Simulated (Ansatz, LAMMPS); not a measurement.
# Glassy 77Na2O-23TiO2 (mol %) (66 atoms): geometry optimisation

Aim: bring glassy 77Na2O-23TiO2 (mol %) (66 atoms) to a nearby minimum of the energy and see what moves.

Calculated with Ansatz 0.2.0; Kohn-Sham DFT, r2SCAN, PAW (set soft_2), plane waves.

## 1. Starting point

The cell holds 66 atoms: 34 Na, 5 Ti and 27 O. Cell: a = 9.196 Å, b = 9.196 Å, c = 9.196 Å, α = 90.0°, β = 90.0°, γ = 90.0°. 66 atoms (34 Na, 5 Ti, 27 O) placed at random at 3.15 g/cm³, melted at 4000 K for 10 ps at fixed volume with the Morse and Coulomb pair potential with partial charges (Pedone, Malavasi, Menziani, Cormack and Segre, J. Phys. Chem. B 110, 11780 (2006)). Quenched from 4000 K to 300 K at 10 K/ps and fixed volume, held 10 ps at zero pressure.

Limits known from the start: The quench rate of 10 K/ps far exceeds what a furnace or splat quench reaches, so expect more defects and frozen-in strain than in a real sample. The network of bonds at the start is that of the classical potential that made the cell. Only the Γ point is sampled, in a cell whose shortest periodic width is 9 Å.

## 2. Making the structure

A classical potential supplies the starting structure, since it reaches far longer times than DFT.

This step: classical MD, Morse and Coulomb pair potential with partial charges (Pedone, Malavasi, Menziani, Cormack and Segre, J. Phys. Chem. B 110, 11780 (2006)) (LAMMPS 22 Jul 2025 - Update 4).

Input file in.lmp:

```
# melt-quench of Na34Ti5O27
units metal
atom_style charge
boundary p p p
region box block 0 9.1476 0 9.1476 0 9.1476
create_box 3 box
mass 1 22.9898   # Na
mass 2 47.8670   # Ti
mass 3 15.9990   # O
create_atoms 1 random 34 626219 NULL overlap 1.5 maxtry 2000
create_atoms 2 random 5 626226 NULL overlap 1.5 maxtry 2000
create_atoms 3 random 27 626233 NULL overlap 1.5 maxtry 2000
pair_style hybrid/overlay pedone 5.5 coul/long 8.0
pair_coeff * * coul/long
pair_coeff 1 3 pedone 0.023363 1.763867 3.006315 5   # Na-O
pair_coeff 2 3 pedone 0.024235 2.254703 2.708943 1   # Ti-O
pair_coeff 3 3 pedone 0.042395 1.379316 3.618701 22   # O-O
set type 1 charge 0.6
set type 2 charge 2.4
set type 3 charge -1.2
kspace_style pppm 1.0e-4
neigh_modify delay 0 every 1 check yes
thermo_style custom step time temp pe press density
thermo_modify norm yes
timestep 0.002
thermo 100
min_style cg
minimize 1e-4 1e-4 200 2000
reset_timestep 0
velocity all create 4000 626220 mom yes dist gaussian
fix lim all nve/limit 0.05
fix lan all langevin 4000 4000 0.2 626221 zero yes
thermo 500
run 1000 post no
# [... 7 lines left out ...]
fix md all nvt temp 4000 300 0.2
run 185000 post no
unfix md
thermo 1666
fix md all npt temp 300 300 0.2 iso 0 0 2
run 5000 post no
unfix md
write_dump all custom glass.dump id type xs ys zs modify sort id
```

The run is started by

```sh
$ lmp -in in.lmp -log none -nocite
```

Numbers of over 12 decimals in the logs are rounded to 6 here.

The log of the run:

```text
LAMMPS (22 Jul 2025 - Update 4)
Created orthogonal box = (0 0 0) to (9.1476 9.1476 9.1476)
Created 34 atoms
Created 5 atoms
Created 27 atoms
PPPM initialization ...
  G vector (1/distance) = 0.37195873
  grid = 9 9 9
  estimated relative force accuracy = 5.0737963e-05
   Step          Time           Temp          PotEng         Press         Density
         0   0              0              0.058763981    672814.6       3.1519664
        99   0.198          0             -6.2450182      37342.053      3.1519664
Loop time of 0.0659692 s on 1 MPI rank(s) for 99 steps with 66 atoms
Minimization stats:
  Stopping criterion = energy tolerance
  Energy initial, next-to-last, final =
     0.058763981225244  -6.24441506646342  -6.24501818797808
  Force two-norm initial, final = 154.05262 1.0192844
  Iterations, force evaluations = 99 150
   Step          Time           Temp          PotEng         Press         Density
         0   0              4000          -6.2450182      84238.03       3.1519664
       500   1              1983.147      -6.0367715      107610.69      3.1519664
      1000   2              2280.8915     -6.0128439      96885.477      3.1519664
Loop time of 0.23329 s on 1 MPI rank(s) for 1000 steps with 66 atoms
   Step          Time           Temp          PotEng         Press         Density
      1000   2              2280.8915     -6.0128439      96885.477      3.1519664
      1666   3.332          4576.9505     -5.7724015      188340.03      3.1519664
      2499   4.998          4929.6858     -5.7722224      173810.12      3.1519664
      3332   6.664          3841.5048     -5.7562863      183614.59      3.1519664
      4165   8.33           4558.2282     -5.7833516      173992.07      3.1519664
      4998   9.996          4165.4297     -5.6976263      204552.55      3.1519664
      5831   11.662         3596.7586     -5.7844816      203976.31      3.1519664
[... 1 line left out ...]
Loop time of 1.14076 s on 1 MPI rank(s) for 5000 steps with 66 atoms
   Step          Time           Temp          PotEng         Press         Density
[... 12 lines left out ...]
Loop time of 40.2917 s on 1 MPI rank(s) for 185000 steps with 66 atoms
   Step          Time           Temp          PotEng         Press         Density
[... 1 line left out ...]
    191590   383.18         279.75676     -6.2889672      9667.465       3.1464292
    193256   386.512        356.87257     -6.2763454     -5752.9969      3.057967
    194922   389.844        289.70226     -6.2806804     -3462.5746      3.0799067
    196000   392            262.09464     -6.2857005     -255.79094      3.1022268
Loop time of 1.20678 s on 1 MPI rank(s) for 5000 steps with 66 atoms
```

It took 43 s on 1 thread of Intel Xeon 6975P-C (Granite Rapids), shared host; peak memory 0.068 GiB.

## 3. Single point at the start

A single point comes first, to see the forces before anything moves.

Input file input.yaml:

```yaml
crystal:
  lattice:
    - [9.19623, 0.0, 0.0]
    - [0.0, 9.19623, 0.0]
    - [0.0, 0.0, 9.19623]
  atoms:
    - { symbol: Na, position: [0.06387, 0.58082, 0.05566] }
    - { symbol: Na, position: [0.98746, 0.11895, 0.59979] }
    - { symbol: Na, position: [0.68115, 0.65159, 0.86593] }
    - { symbol: Na, position: [0.76492, 0.34685, 0.80126] }
    - { symbol: Na, position: [0.46256, 0.16922, 0.68746] }
    - { symbol: Na, position: [0.18361, 0.05864, 0.88211] }
    - { symbol: Na, position: [0.72036, 0.08148, 0.67229] }
    - { symbol: Na, position: [0.22853, 0.80567, 0.11161] }
    - { symbol: Na, position: [0.91068, 0.07049, 0.31283] }
    - { symbol: Na, position: [0.13123, 0.36135, 0.20194] }
    - { symbol: Na, position: [0.40255, 0.23441, 0.02478] }
    - { symbol: Na, position: [0.97096, 0.26272, 0.9076] }
    - { symbol: Na, position: [0.36254, 0.50588, 0.11134] }
    - { symbol: Na, position: [0.60208, 0.42344, 0.0736] }
    - { symbol: Na, position: [0.7305, 0.12119, 0.05496] }
    - { symbol: Na, position: [0.22873, 0.31277, 0.71025] }
    - { symbol: Na, position: [0.80891, 0.64076, 0.18579] }
    - { symbol: Na, position: [0.69174, 0.98249, 0.41145] }
    - { symbol: Na, position: [0.33957, 0.81708, 0.80948] }
    - { symbol: Na, position: [0.79599, 0.82527, 0.679] }
    - { symbol: Na, position: [0.9491, 0.57467, 0.83095] }
    - { symbol: Na, position: [0.22293, 0.58199, 0.81452] }
    - { symbol: Na, position: [0.50922, 0.63733, 0.63858] }
    - { symbol: Na, position: [0.5436, 0.98177, 0.87694] }
    - { symbol: Na, position: [0.17388, 0.4869, 0.46614] }
    - { symbol: Na, position: [0.21168, 0.08882, 0.18038] }
    - { symbol: Na, position: [0.86164, 0.31353, 0.16806] }
    - { symbol: Na, position: [0.42078, 0.57744, 0.37343] }
    - { symbol: Na, position: [0.52462, 0.01815, 0.20412] }
    - { symbol: Na, position: [0.49604, 0.41658, 0.7589] }
    - { symbol: Na, position: [0.52575, 0.78719, 0.08682] }
    - { symbol: Na, position: [0.6936, 0.69848, 0.45664] }
    - { symbol: Na, position: [0.24402, 0.21124, 0.46382] }
    - { symbol: Na, position: [0.08845, 0.85904, 0.67411] }
    - { symbol: Ti, position: [0.93807, 0.91052, 0.00568] }
    - { symbol: Ti, position: [0.36924, 0.91861, 0.50363] }
    - { symbol: Ti, position: [0.05239, 0.78144, 0.36986] }
    - { symbol: Ti, position: [0.85853, 0.44528, 0.52034] }
    - { symbol: Ti, position: [0.54199, 0.29711, 0.39064] }
    - { symbol: O, position: [0.92634, 0.01117, 0.813] }
    - { symbol: O, position: [0.67028, 0.17742, 0.27102] }
    - { symbol: O, position: [0.1912, 0.6367, 0.27714] }
    - { symbol: O, position: [0.42502, 0.38, 0.544] }
    - { symbol: O, position: [0.45414, 0.61798, 0.91829] }
    - { symbol: O, position: [0.97268, 0.82435, 0.18992] }
    - { symbol: O, position: [0.71014, 0.2968, 0.5435] }
    - { symbol: O, position: [0.05695, 0.77711, 0.90977] }
    - { symbol: O, position: [0.28315, 0.74491, 0.57559] }
    - { symbol: O, position: [0.38885, 0.32326, 0.25648] }
    - { symbol: O, position: [0.9252, 0.90642, 0.47116] }
    - { symbol: O, position: [0.98034, 0.32425, 0.38976] }
    - { symbol: O, position: [0.74909, 0.86073, 0.9923] }
    - { symbol: O, position: [0.00016, 0.09459, 0.08259] }
    - { symbol: O, position: [0.00078, 0.3937, 0.67024] }
    - { symbol: O, position: [0.55606, 0.89683, 0.64727] }
    - { symbol: O, position: [0.58579, 0.22674, 0.87875] }
    - { symbol: O, position: [0.7521, 0.56128, 0.64524] }
    - { symbol: O, position: [0.9469, 0.6227, 0.44243] }
    - { symbol: O, position: [0.65363, 0.48324, 0.32071] }
    - { symbol: O, position: [0.2014, 0.93681, 0.37707] }
    - { symbol: O, position: [0.49357, 0.82474, 0.35812] }
    - { symbol: O, position: [0.27455, 0.02522, 0.65921] }
    - { symbol: O, position: [0.46077, 0.10656, 0.45339] }
    - { symbol: O, position: [0.20776, 0.36669, 0.95445] }
    - { symbol: O, position: [0.35442, 0.97772, 0.02826] }
    - { symbol: O, position: [0.82629, 0.48248, 0.99228] }
kpoints:
  mp_grid: { grid: [1, 1, 1] }
hamiltonian:
  xc: r2scan
scf:
  occupations: { method: fermi_dirac, width: 0.05 }
output:
  forces: true
  stress: true
  populations: true
  dos:
    method: { smearing: { sigma: 0.08 } }
    de: 0.1
    projected: { site_lists: { Na: [Na], O: [O], Ti: [Ti] } }
  eigenvalues: true
```

The run is started by

```sh
$ ansatz run input.yaml --threads 4 --pin off --max-ram 8192MiB --backend cpu --events-out ev --progress --plain --runs-dir out
```

The log of the run:

```text
Engine: ansatz 0.2.0, x86_64-unknown-linux-gnu
Pseudopotentials: kind: paw
Pseudopotential: Na, paw, valence charge 9, recommended cutoff 500 eV (meta_gga), Na.paw.azcp
Pseudopotential: Ti, paw, valence charge 12, recommended cutoff 500 eV (meta_gga), Ti.paw.azcp
Pseudopotential: O, paw, valence charge 6, recommended cutoff 500 eV (meta_gga), O.paw.azcp
Functional definition: r2SCAN
  parameter k0 = 0.174
  parameter k1 = 0.065
  parameter a1 = 4.9479
  exchange = r2scan_x(k0 = k0, k1 = k1, a1 = a1)
  correlation = r2scan_c
Crystal: 66 atoms, lattice volume = 777.731 Å³
Basis set: ecut = 500 eV, 19837 PW (Γ), exchange–correlation on 288×288×288 points (64 copies of the dense FFT grid, shifted against one another)
Bands: 330, of which v1, the nominal top of the filled ones, is band 264 counted from 1 (263 counted from 0)
Symmetry: 1 space group operations
Space group: P1 (ITA 1), of the structure as read, at distance tolerance 9.2e-5 Å
k-points: 1
Non-local potential: Na, projectors of the file, l = 0: 3, l = 1: 2, l = 2: 1
Non-local potential: Ti, projectors of the file, l = 0: 3, l = 1: 2, l = 2: 3, l = 3: 1
Non-local potential: O, projectors of the file, l = 0: 2, l = 1: 2, l = 2: 1
PAW form: soft (Blöchl's): semilocal exchange-correlation on the pseudo side does not see the compensation charge
PAW frozen core: Na, regenerated for the run's functional (the file was generated under x = pbe(κ = 0.804, μ = 0.219515), c = pbe(β = 0.066725))
PAW frozen core: Ti, regenerated for the run's functional (the file was generated under x = pbe(κ = 0.804, μ = 0.219515), c = pbe(β = 0.066725))
PAW frozen core: O, regenerated for the run's functional (the file was generated under x = pbe(κ = 0.804, μ = 0.219515), c = pbe(β = 0.066725))
PAW one-centre angular grid: Na, 302 points (default); XC on 339 of its mesh's 2595 points in the sphere
PAW one-centre angular grid: Ti, 590 points (default); XC on 160 Gauss nodes
PAW one-centre angular grid: O, 302 points (default); XC on 160 Gauss nodes
Initial density: superposition of atomic densities (neutral atoms: chi_scale 0, normalization atom), corrected by the library's trained network
Initial wavefunctions: pseudopotential atomic-orbital guess
Functional: x = r2scan, c = r2scan; τ floored in thin density (d = 2e-4 eV/Å³)
SCF iter   1: F=—  HF=-78529.480131 eV  |F-HF|=—  |Δ(HF+E_count)|=         —  Δρ=1.66e-2  dr2=2.62e0  dr2_τ=1.80e0  ethr=1.77e-3  ⟨swp⟩=5.0  Hψ=1271  notcnv=0  defer=47
preconditioner: auto → Resta (q_TF=auto, 2.558 Å⁻¹)  ε∞=2.6  [insulator: Δε(μ)=2.874 eV  Ē_g=21.431 eV  σ=0.050 eV  W_gap=1.00  n_scr=250 (ndim 8)  ℏωp=27.3 eV  f_vac=0.054  D(μ)=0.00/eV (n_scr^D=0)  ε∞_Penn≈2.6]
SCF iter   2: F=—  HF=-78530.365392 eV  |F-HF|=—  |Δ(HF+E_count)|=   8.85e-1  Δρ=9.76e-3  dr2=5.91e-1  dr2_τ=1.43e-1  ethr=4.97e-4  ⟨swp⟩=3.0  Hψ=651  notcnv=0  defer=62
SCF iter   3: F=—  HF=-78530.285864 eV  |F-HF|=—  |Δ(HF+E_count)|=   7.95e-2  Δρ=3.33e-3  dr2=7.13e-2  dr2_τ=6.33e-3  ethr=1.12e-4  ⟨swp⟩=3.0  Hψ=500  notcnv=0  defer=62
SCF iter   4: F=—  HF=-78530.280899 eV  |F-HF|=—  |Δ(HF+E_count)|=   4.96e-3  Δρ=1.43e-3  dr2=1.12e-2  dr2_τ=1.64e-3  ethr=1.35e-5  ⟨swp⟩=2.0  Hψ=377  notcnv=0  defer=62
SCF iter   5: F=—  HF=-78530.280346 eV  |F-HF|=—  |Δ(HF+E_count)|=   5.53e-4  Δρ=5.12e-4  dr2=2.08e-3  dr2_τ=2.61e-4  ethr=2.13e-6  ⟨swp⟩=3.0  Hψ=492  notcnv=0  defer=62
SCF iter   6: F=—  HF=-78530.280131 eV  |F-HF|=—  |Δ(HF+E_count)|=   2.15e-4  Δρ=1.54e-4  dr2=1.59e-4  dr2_τ=2.15e-5  ethr=3.94e-7  ⟨swp⟩=2.0  Hψ=484  notcnv=0  defer=62
SCF iter   7: F=—  HF=-78530.280187 eV  |F-HF|=—  |Δ(HF+E_count)|=   5.68e-5  Δρ=8.38e-5  dr2=5.01e-5  dr2_τ=6.21e-6  ethr=3.01e-8  ⟨swp⟩=2.0  Hψ=487  notcnv=0  defer=62
SCF iter   8: F=—  HF=-78530.281384 eV  |F-HF|=—  |Δ(HF+E_count)|=   1.20e-3  Δρ=2.44e-5  dr2=4.52e-6  dr2_τ=6.93e-7  ethr=9.48e-9  ⟨swp⟩=2.0  Hψ=549  notcnv=0  defer=62
SCF iter   9: F=—  HF=-78530.281385 eV  |F-HF|=—  |Δ(HF+E_count)|=   4.78e-7  Δρ=8.50e-6  dr2=4.62e-7  dr2_τ=7.07e-8  ethr=8.56e-10  ⟨swp⟩=2.0  Hψ=371  notcnv=0  defer=62
SCF iter  10: F=—  HF=-78530.281385 eV  |F-HF|=—  |Δ(HF+E_count)|=   1.52e-7  Δρ=4.77e-6  dr2=1.57e-7  dr2_τ=2.25e-8  ethr=1.89e-11  ⟨swp⟩=10.0  Hψ=1532  notcnv=0
SCF iter  11: F=-78530.281385 eV  HF=-78530.281385 eV  |F-HF|=1.83e-8  |Δ(HF+E_count)|=   1.87e-8  Δρ=2.00e-6  dr2=3.57e-8  dr2_τ=4.09e-9  ethr=1.89e-11  ⟨swp⟩=4.0  Hψ=862  notcnv=0
SCF 1 converged in 11 iterations: F = -78530.281385 eV  dr2 = 3.57e-8
  greatest PAW one-centre occupation: 1.000 electrons in one spin orbital (limit 2), on the Ti atom at site 34 (counted from 0), in its partial waves of l = 1
SCF converged after 11 iterations
Free energy (F): -78530.281385 eV
Harris-Foulkes:  -78530.281385 eV  (|F-HF|=1.83e-8)
Internal energy: -78530.281385 eV  (E = F + TS)
E sigma→0 (E₀):  -78530.281385 eV
Fermi energy:    7.464780 eV
--- Per-component energies (eV) ---
  E_band       = -8089.138359
  E_kinetic    = 10291.167695
  E_local      = -52133.896545  (includes V_loc(G=0)·N_el)
  E_nonlocal   = 5242.321653
  E_hartree    = 18618.259633
  E_xc         = -3748.217253
  E_vxc        = -5469.933029  (∫ρ·V_xc dr)
  E_paw        = -18683.021946  (= ΣΔE_a)
  E_vpaw       = -3655.166965  (= ΣTr[D̂ρ^β])
  E_aug_tail   = 0.028048  (compensation charges beyond the density's cutoff)
  E_vtau       = 399.816960  (kinetic-family band-sum trace: ∫τ·v_τ [+ j·A + Jᵃ·Aᵃ] dr)
  E_ewald      = -38113.899893
  E_core_change = -3.022778  (= ΣΔE_core)
  E_smearing   = -0.000000  (= −TS)
  E_closure    = 0.000000  (closes the sum)
  Σ components = -78530.281385   (vs F -78530.281385, Δ=0.00e0)
--- Forces (eV/Å), atoms counted from 1 ---
  atom   1  Na    -0.19049043     0.05393378     0.91812407
  atom   2  Na     0.28480252     0.48179361    -0.38954388
  atom   3  Na     0.24859847     0.08732119     0.54155700
  atom   4  Na    -0.09935267     0.58865072    -1.06235484
  atom   5  Na     0.26603322    -0.74742711    -1.05354430
  atom   6  Na    -0.25234183     0.12618050     0.04654633
  atom   7  Na    -0.16278957     0.60698090     0.26174258
  atom   8  Na    -0.02425841     0.05363117     0.62134526
  atom   9  Na     0.69710192     0.90897527    -0.50670975
  atom  10  Na     0.52743210     0.07341672     0.07771762
  atom  11  Na    -0.43089265    -0.50500871    -0.02584246
  atom  12  Na     1.14971047     0.04379217    -0.19705663
  atom  13  Na    -0.89975060     0.51293069    -0.28801855
  atom  14  Na     0.68691670    -0.16419471     0.25464114
[...]
atom  65  O      1.07888111     0.16802463    -0.44497562
  atom  66  O      0.25090956    -0.58291734     0.98976175
  max |Σ_I F_I| component: 1.19e-4 eV/Å
--- Stress (GPa, compression-positive) ---
        3.769841       1.180986      -0.094334
        1.180986       3.523479      -1.521480
       -0.094334      -1.521480       5.442548
  P = ⅓ Tr σ = 4.2453 GPa (42.453 kbar)
--- Band table (eV) ---
  k-point 0: bands = ["-52.7827", "-52.7149", "-52.4796", "-52.3233", [... 314 levels ...], "15.2753", "15.3336", "15.3963", "15.4832", "15.7533", "15.7776", "15.9031", "15.9875", "16.0371", "16.1266", "16.2523", "16.4015"]
--- Löwdin populations: 66 sites ---
  site symbol       q [e]
     0     Na      8.2737
     1     Na      8.2552
     2     Na      8.2677
[...]
65      O      7.3322
  spilling = 0.004796 (of n_electrons = 528.000000)
```

The job ended after 15 s (4 threads of Intel Xeon 6975P-C (Granite Rapids), shared host; peak memory 2.3 GiB; 56 s of CPU time).

Numbers from this run:

```yaml
free_energy: -78530.2814 eV
free_energy_per_atom: -1189.8527 eV/atom
scf_cycles: 11
pressure: 4.245 GPa
r_m_s_force_component: 0.7151 eV/Å
longest_force: 2.664 eV/Å
fermi_energy: 7.465 eV
spacing_of_highest_filled_and_lowest_empty_level: 2.64 eV
spilling_of_the_projection: 0.004796
```

The r.m.s. force component of 0.72 eV/Å and the pressure of 4.2 GPa set the starting point.

Neighbours are counted within 3.02 Å (Na-O), 2.64 Å (O-Ti).

Length of the force by element and coordination:

```
element  coordination  atoms  mean length of the force (eV/Å)  spread  least   most
     Na           all     34                            0.902   0.399  0.227   1.87
     Na             4     11                            0.950   0.473  0.227   1.87
     Na             5     13                            0.910   0.377  0.470   1.70
     Na             6     10                            0.840   0.322  0.286   1.32
      O           all     27                             1.16   0.610  0.229   2.64
      O             5      1                            0.287       0  0.287  0.287
      O             6      5                            0.832   0.280  0.488   1.17
      O             7      8                             1.36   0.376  0.914   2.00
      O             8     12                             1.25   0.752  0.229   2.64
      O             9      1                             1.03       0   1.03   1.03
     Ti           all      5                             2.05   0.411   1.55   2.66
     Ti             5      3                             2.22   0.409   1.68   2.66
     Ti             6      2                             1.78   0.235   1.55   2.02
```

[end of part 1 of 3]

[Logs are printed without paths, hosts, clocks, repeated set-up lines and the standing remarks that a program may print on its own settings, such as how far it seeks lower states.]

[Hosts, paths, dates, database ids (printed as entryN), source tags and the programs' standing remarks are cut or masked in the printed files.]
